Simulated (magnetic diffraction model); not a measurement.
## Moment size from magnetic intensity in Hf2TiFe3Si5Ir

Space group Immm (no. 71), a = 4.9760 Å, b = 7.5880 Å, c = 16.8220 Å.

```csv
site,atom,x,y,z
4j,Ir,0,1/2,0.8587
8l,Hf,0,0.2382,0.5975
8k,Fe,3/4,3/4,3/4
4g,Fe,0,0.7543,0
4i,Ti,1/2,1/2,0.7860
4f,Si,0.7395,1/2,0
4e,Si,0.2501,0,0
4j,Si,1/2,0,0.7934
8l,Si,1/2,0.6417,0.6387
```

This is a made-up structure (elements placed in a structure type, unrelaxed), so the numbers test the method and describe no known phase.

Only Fe is taken to order (form factors of Fe2+); orders and moment sizes are assumed, and not adapted to the symmetry. Radiation: neutrons of λ = 1.8 Å (absorption by Ir left out), 3° to 45°; isotropic B of 0.36 Å² (Ir), 0.53 Å² (Hf), 0.73 Å² (Fe), 0.71 Å² (Ti) and 0.62 Å² (Si). Simulated constant-wavelength pattern: nuclear and magnetic terms add, the magnetic one as |2.695 fm × Σ f S⊥ exp(2πi Q·r) exp(−B s²)|², summed over all Q at one angle with the factor 1/(sin²θ cos θ). For collinear order S is the moment m, which repeats by lattice and centring translations R with the sign exp(−2πi k·R). Free-ion form factors, Sears's scattering lengths of 1992, no absorption; a label names one of the reflections at its angle. The strongest nuclear line in the range is 100, and lines under 0.2 are left out.

In a first state the assumed order is k = (0 0 0), collinear moments along [110], 2.23 μB on Fe; signs + at (3/4, 3/4, 3/4), − at (0, 0.7543, 0), + at (1/4, 1/4, 3/4), − at (3/4, 1/4, 3/4), − at (1/4, 3/4, 3/4), + at (0, 0.2457, 0), with this pattern:

```tsv
2θ (°)	index	nuclear	magnetic
14.95	(0 1 1)	3.5	10.4
21.74	(1 0 1)	25.0	0.0
23.02	(0 1 3)	0.0	7.0
24.71	(0 0 4)	6.9	0.0
24.98	(1 1 0)	35.9	21.9
27.45	(0 2 0)	76.2	0.0
27.93	(1 1 2)	35.0	37.5
27.99	(1 0 3)	1.4	0.0
30.17	(0 2 2)	20.3	0.0
34.03	(0 1 5)	14.2	2.9
35.28	(1 2 1)	18.8	0.0
35.43	(1 1 4)	0.1	23.1
37.26	(0 2 4)	35.4	0.0
37.45	(0 0 6)	0.6	0.0
37.68	(1 0 5)	40.1	0.0
39.60	(1 2 3)	100.0	0.0
```
(The table stops after 16 lines; 3 more lie at higher angle.)

**Question.** Nearer the ordering temperature the line at 27.93° has total intensity 44.3 on the same scale, and all moments have shrunk alike. How large is the Fe moment?

The nuclear part, 35.0, stays, so the magnetic part is 9.3 against 37.5. It goes as m², so m = 2.23 × √(9.3/37.5) = 1.11 μB; the value used was 1.11 μB.

[Logs are printed without paths, hosts, clocks, repeated set-up lines and the standing remarks that a program may print on its own settings, such as how far it seeks lower states.]
